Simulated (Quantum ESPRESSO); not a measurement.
## Collinear magnetic orders of CuF2 with Quantum ESPRESSO

Aim: find out which collinear order of CuF2 costs least.

Calculated with Quantum ESPRESSO 7.5; LDA with U = 6 eV on Cu d (ortho-atomic projectors); plane waves with GBRV 1.5 LDA potentials, no spin-orbit coupling.

### 1. Set-up

It takes space group P2_1/c (No. 14, monoclinic). Conventional cell: a = 3.320 Å, b = 4.540 Å, c = 5.343 Å, α = 90.00°, β = 121.44°, γ = 90.00°. Nearest to Cu lie 6 F at 1.91 to 2.31 Å. F has 3 Cu at 1.91 to 2.31 Å nearest. Farther neighbours and most contacts between anions are not listed.

The cell comes from the Crystallography Open Database.

### 2. Run 1 (ferro ++)

The signs are those of the starting moments on the seeded atoms, the atoms that are given a moment.

Contents of pw.in:

```
&CONTROL
  calculation = 'scf'
  prefix = 'pwscf'
  outdir = './tmp'
  pseudo_dir = './pseudo'
  disk_io = 'nowf'
/
&SYSTEM
  ibrav = 0
  celldm(1) = 8
  nat = 6
  ntyp = 2
  ecutwfc = 40
  ecutrho = 280
  nbnd = 45
  occupations = 'smearing'
  smearing = 'fd'
  degauss = 0.00367493
  nspin = 2
  starting_magnetization(1) = 0.0526
  starting_magnetization(2) = 0
/
&ELECTRONS
  conv_thr = 1.2d-08
  electron_maxstep = 150
  mixing_beta = 0.3
/
ATOMIC_SPECIES
Cu     63.5460 cu_lda_v1.2.uspp.F.UPF
F      18.9984 f_lda_v1.4.uspp.F.UPF
CELL_PARAMETERS alat
   0.7842363417197    0.0000000000000    0.0000000000000
   0.0000000000000    1.0724195757251    0.0000000000000
  -0.6583022279400    0.0000000000000    1.0768918614287
ATOMIC_POSITIONS crystal
Cu      0.0000000000    0.0000000000    0.0000000000
Cu      0.0000000000    0.5000000000    0.5000000000
F       0.2560000000    0.3000000000    0.3000000000
F       0.7440000000    0.8000000000    0.2000000000
F       0.7440000000    0.7000000000    0.7000000000
F       0.2560000000    0.2000000000    0.8000000000
K_POINTS automatic
8 4 4 0 0 0
HUBBARD {ortho-atomic}
U Cu-3d 6.0000
```

On the command line:

```
OMP_NUM_THREADS=1 mpirun -n 4 pw.x -nk 4 -in pw.in > pw.out
```

The log of the run:

```text
Program PWSCF v.7.5 starts

     Message from routine setup:
     using ibrav=0 with symmetry is DISCOURAGED, use correct ibrav instead

     K-points division:     npool     =       4
     Subspace diagonalization in iterative solution of the eigenvalue problem:

     G-vector sticks info
     --------------------
     sticks:   dense  smooth     PW     G-vecs:    dense   smooth      PW
     Sum        1201     691    225                36723    15901    2969

     Using Slab Decomposition

     bravais-lattice index     =            0
     lattice parameter (alat)  =       8.0000  a.u.
     unit-cell volume          =     463.7178 (a.u.)^3
     number of atoms/cell      =            6
     number of atomic types    =            2
     number of electrons       =        66.00
     number of Kohn-Sham states=           45
     kinetic-energy cutoff     =      40.0000  Ry
     charge density cutoff     =     280.0000  Ry
     scf convergence threshold =      1.2E-08
     mixing beta               =       0.3000
     number of iterations used =            8  plain     mixing
     Exchange-correlation=  SLA  PZ   NOGX NOGC
                           (   1   1   0   0   0   0   0)
     Hubbard projectors: ortho-atomic
     Hubbard parameters of DFT+U (Dudarev formulation) in eV:
     U(Cu-3d) =  6.0000

     Internal variables: lda_plus_u =T, lda_plus_u_kind = 0

     Internal variables: orbital_resolved =F, hub_pot_fix =F, apply_U = F

     celldm(1)=   8.000000  celldm(2)=   0.000000  celldm(3)=   0.000000
     celldm(4)=   0.000000  celldm(5)=   0.000000  celldm(6)=   0.000000

     crystal axes: (cart. coord. in units of alat)
               a(1) = (   0.784236   0.000000   0.000000 )
               a(2) = (   0.000000   1.072420   0.000000 )
               a(3) = (  -0.658302   0.000000   1.076892 )

     reciprocal axes: (cart. coord. in units 2 pi/alat)
               b(1) = (  1.275126 -0.000000  0.779482 )
               b(2) = (  0.000000  0.932471 -0.000000 )
               b(3) = (  0.000000  0.000000  0.928598 )

     PseudoPot. # 1 for Cu read from file:
     cu_lda_v1.2.uspp.F.UPF
     Pseudo is Ultrasoft + core correction, Zval = 19.0
     Generated by new atomic code, or converted to UPF format
     Using radial grid of  867 points,  6 beta functions with:
                l(1) =   0
                l(2) =   0
                l(3) =   1
                l(4) =   1
                l(5) =   2
                l(6) =   2
     Q(r) pseudized with  8 coefficients,  rinner =    1.150   1.150   1.150
                                                       1.150   1.150

     PseudoPot. # 2 for F  read from file:
     f_lda_v1.4.uspp.F.UPF
     Pseudo is Ultrasoft, Zval =  7.0
     Generated by new atomic code, or converted to UPF format
     Using radial grid of  799 points,  4 beta functions with:
                l(1) =   0
                l(2) =   0
                l(3) =   1
                l(4) =   1
     Q(r) pseudized with  8 coefficients,  rinner =    0.950   0.950   0.950

     atomic species   valence    mass     pseudopotential
     Cu               19.00    63.54600     Cu( 1.00)
     F                 7.00    18.99840     F ( 1.00)

     Starting magnetic structure
     atomic species   magnetization
     Cu              0.053
     F               0.000

      4 Sym. Ops., with inversion, found ( 2 have fractional translation)

   Cartesian axes

     site n.     atom                  positions (alat units)
         1        Cu     tau(   1) = (   0.0000000   0.0000000   0.0000000  )
         2        Cu     tau(   2) = (  -0.3291511   0.5362098   0.5384459  )
         3        F      tau(   3) = (   0.0032738   0.3217259   0.3230676  )
         4        F      tau(   4) = (   0.4518114   0.8579357   0.2153784  )
         5        F      tau(   5) = (   0.1226603   0.7506937   0.7538243  )
         6        F      tau(   6) = (  -0.3258773   0.2144839   0.8615135  )

     number of k points=    54  Fermi-Dirac smearing, width (Ry)=  0.0037
                       cart. coord. in units 2pi/alat
        k(    1) = (   0.0000000   0.0000000   0.0000000), wk =   0.0078125
        k(    2) = (   0.0000000   0.0000000   0.2321496), wk =   0.0156250
        k(    3) = (   0.0000000   0.0000000  -0.4642992), wk =   0.0078125
        k(    4) = (   0.0000000   0.2331177   0.0000000), wk =   0.0156250
        k(    5) = (   0.0000000   0.2331177   0.2321496), wk =   0.0312500
        [... 49 further k-points ...]

     Dense  grid:    36723 G-vectors     FFT dimensions: (  36,  48,  54)

     Smooth grid:    15901 G-vectors     FFT dimensions: (  25,  36,  48)

     Generating pointlists ...
     new r_m :   0.1858 (alat units)  1.4865 (a.u.) for type    1
     new r_m :   0.1858 (alat units)  1.4865 (a.u.) for type    2

     Initial potential from superposition of free atoms

     starting charge      64.0000, renormalised to      66.0000

     STARTING HUBBARD OCCUPATIONS:

     =================== HUBBARD OCCUPATIONS ===================
     ------------------------ ATOM    1 ------------------------
     Tr[ns(  1)] (up, down, total) =   5.00000  3.00000  8.00000
     Atomic magnetic moment for atom   1 =   2.00000
     [... lines left out ...]
     ------------------------ ATOM    2 ------------------------
     Tr[ns(  2)] (up, down, total) =   5.00000  3.00000  8.00000
     Atomic magnetic moment for atom   2 =   2.00000
     [... lines left out ...]
     Number of occupied Hubbard levels =   16.0000

     Atomic wfc used for Hubbard projectors are orthogonalized

     Starting wfcs are   42 randomized atomic wfcs +    3 random wfcs

     Self-consistent Calculation

     iteration #  1     ecut=    40.00 Ry     beta= 0.30
     Davidson diagonalization with overlap
     ethr =  1.00E-02,  avg # of iterations =  5.5

     =================== HUBBARD OCCUPATIONS ===================
     ------------------------ ATOM    1 ------------------------
     Tr[ns(  1)] (up, down, total) =   4.92619  4.08427  9.01046
     Atomic magnetic moment for atom   1 =   0.84192
     [... lines left out ...]
     ------------------------ ATOM    2 ------------------------
     Tr[ns(  2)] (up, down, total) =   4.92619  4.08427  9.01046
     Atomic magnetic moment for atom   2 =   0.84192
     [... lines left out ...]
     Number of occupied Hubbard levels =   18.0209

     total energy              =   -1001.01471992 Ry
     estimated scf accuracy    <       0.66295021 Ry

     total magnetization       =     2.00 Bohr mag/cell
     absolute magnetization    =     2.14 Bohr mag/cell

     iteration #  2     ecut=    40.00 Ry     beta= 0.30
     Davidson diagonalization with overlap
     ethr =  1.00E-03,  avg # of iterations =  2.0

     total energy              =   -1001.17505945 Ry
     estimated scf accuracy    <       0.07054712 Ry

     total magnetization       =     2.00 Bohr mag/cell
     absolute magnetization    =     2.07 Bohr mag/cell

     iteration #  3     ecut=    40.00 Ry     beta= 0.30
     Davidson diagonalization with overlap
     ethr =  1.07E-04,  avg # of iterations =  2.2

     total energy              =   -1001.17745037 Ry
     estimated scf accuracy    <       0.03375363 Ry

     total magnetization       =     2.00 Bohr mag/cell
     absolute magnetization    =     2.07 Bohr mag/cell

     [... further iterations left out ...]

     iteration # 13     ecut=    40.00 Ry     beta= 0.30
     Davidson diagonalization with overlap
     ethr =  6.43E-10,  avg # of iterations =  1.0

     total energy              =   -1001.17970137 Ry
     estimated scf accuracy    <       0.00000020 Ry

     total magnetization       =     2.00 Bohr mag/cell
     absolute magnetization    =     2.10 Bohr mag/cell

     iteration # 14     ecut=    40.00 Ry     beta= 0.30
     Davidson diagonalization with overlap
     ethr =  3.03E-10,  avg # of iterations =  2.1

     total energy              =   -1001.17970144 Ry
     estimated scf accuracy    <       0.00000005 Ry

     total magnetization       =     2.00 Bohr mag/cell
     absolute magnetization    =     2.10 Bohr mag/cell

     iteration # 15     ecut=    40.00 Ry     beta= 0.30
     Davidson diagonalization with overlap
     ethr =  7.77E-11,  avg # of iterations =  1.0

     total energy              =   -1001.17970148 Ry
     estimated scf accuracy    <       0.00000002 Ry

     total magnetization       =     2.00 Bohr mag/cell
     absolute magnetization    =     2.10 Bohr mag/cell

     iteration # 16     ecut=    40.00 Ry     beta= 0.30
     Davidson diagonalization with overlap
     ethr =  2.67E-11,  avg # of iterations =  2.1

     Magnetic moment per site  (integrated on atomic sphere of radius R)
     atom   1 (R=0.186)  charge= 16.2509  magn=  0.8075
     atom   2 (R=0.186)  charge= 16.2509  magn=  0.8075
     atom   3 (R=0.186)  charge=  6.3035  magn=  0.0877
     atom   4 (R=0.186)  charge=  6.3035  magn=  0.0877
     atom   5 (R=0.186)  charge=  6.3035  magn=  0.0877
     atom   6 (R=0.186)  charge=  6.3035  magn=  0.0877

     End of self-consistent calculation

     =================== HUBBARD OCCUPATIONS ===================
     ------------------------ ATOM    1 ------------------------
     Tr[ns(  1)] (up, down, total) =   4.96669  4.15728  9.12398
     Atomic magnetic moment for atom   1 =   0.80941
     [... lines left out ...]
     ------------------------ ATOM    2 ------------------------
     Tr[ns(  2)] (up, down, total) =   4.96669  4.15728  9.12398
     Atomic magnetic moment for atom   2 =   0.80941
     [... lines left out ...]
     Number of occupied Hubbard levels =   18.2480

     Number of k-points >= 100: set verbosity='high' to print the bands.

     the Fermi energy is     5.5241 ev

!    total energy              =   -1001.17970151 Ry
     estimated scf accuracy    <          3.4E-09 Ry
     smearing contrib. (-TS)   =      -0.00000000 Ry
     internal energy E=F+TS    =   -1001.17970151 Ry

     The total energy is F=E-TS. E is the sum of the following terms:
     one-electron contribution =    -791.50698797 Ry
     hartree contribution      =     424.71839224 Ry
     xc contribution           =    -112.88638169 Ry
     ewald contribution        =    -521.60838012 Ry
     Hubbard energy            =       0.10365603 Ry

     total magnetization       =     2.00 Bohr mag/cell
     absolute magnetization    =     2.10 Bohr mag/cell

     convergence has been achieved in  16 iterations

=------------------------------------------------------------------------------=
   JOB DONE.
=------------------------------------------------------------------------------=
```

Wall time 45 s (4 MPI ranks of Intel Xeon Platinum 8375C at 2.90GHz (Ice Lake), shared host); peak memory 0.6 GiB.

Spin moment in the atom's sphere by atom:

```csv
atom,spin moment in the atom's sphere (μB)
Cu1,0.807
Cu2,0.807
F3,0.088
F4,0.088
F5,0.088
F6,0.088
```

Numbers from this step:

* smearing term TS: 3.84e-11 eV
* magnetization: 2 μB
* absolute magnetization: 2.103 μB
* final state: ferromagnetic

Spin density in the bc plane at fractional x = 0.000, with atoms of Cu within 0.2 Å of it.

Ten even steps from '_' (0.0 e/Å³) to '@' (3.8 e/Å³), each cell a mean:
```
**::____________________..==
____________________________
____________________________
____________________________
____________________________
____________________________
____________::--..__________
____________++@@::__________
____________==++::__________
____________________________
____________________________
____________________________
____________________________
____________________________
::..______________________--
@@::______________________++
```
Columns run along b (4.5 Å), rows up along c (5.3 Å). Atoms in or near the plane, at fractional coordinates: Cu at (0.00, 0.00), Cu at (0.50, 0.50).

Valence density in the bc plane at fractional x = 0.000, with atoms of Cu within 0.2 Å of it. It is the smooth field of the valence electrons, not physical close to the nuclei.

Ten steps, logarithmic in the rise over the least value, from '0' (0 e/Å³) to '9' (62 e/Å³), each cell a mean:
```
86200000000137
43100000001113
11100000011101
01111000111100
01111000111000
00111122110000
00001367510000
00001489730000
00001478620000
00000134211000
00001111001110
00011100001110
00011100001110
21111000000012
75100000000036
97300000000148
```
Columns run along b (4.5 Å), rows up along c (5.3 Å). Atoms in or near the plane, at fractional coordinates: Cu at (0.00, 0.00), Cu at (0.50, 0.50).

[end of part 1 of 2]

[Logs and program files are shortened in this print: banners, set-up blocks, solver, clock and traceback lines can be left out without a mark of their own.]

[Logs are printed without paths, hosts, clocks, repeated set-up lines and the standing remarks that a program may print on its own settings, such as how far it seeks lower states.]

[Hosts, paths, dates, database ids (printed as entryN), source tags and the programs' standing remarks are cut or masked in the printed files.]

[Where a cell is said to come from a database of computed structures, the database is the Materials Project.]
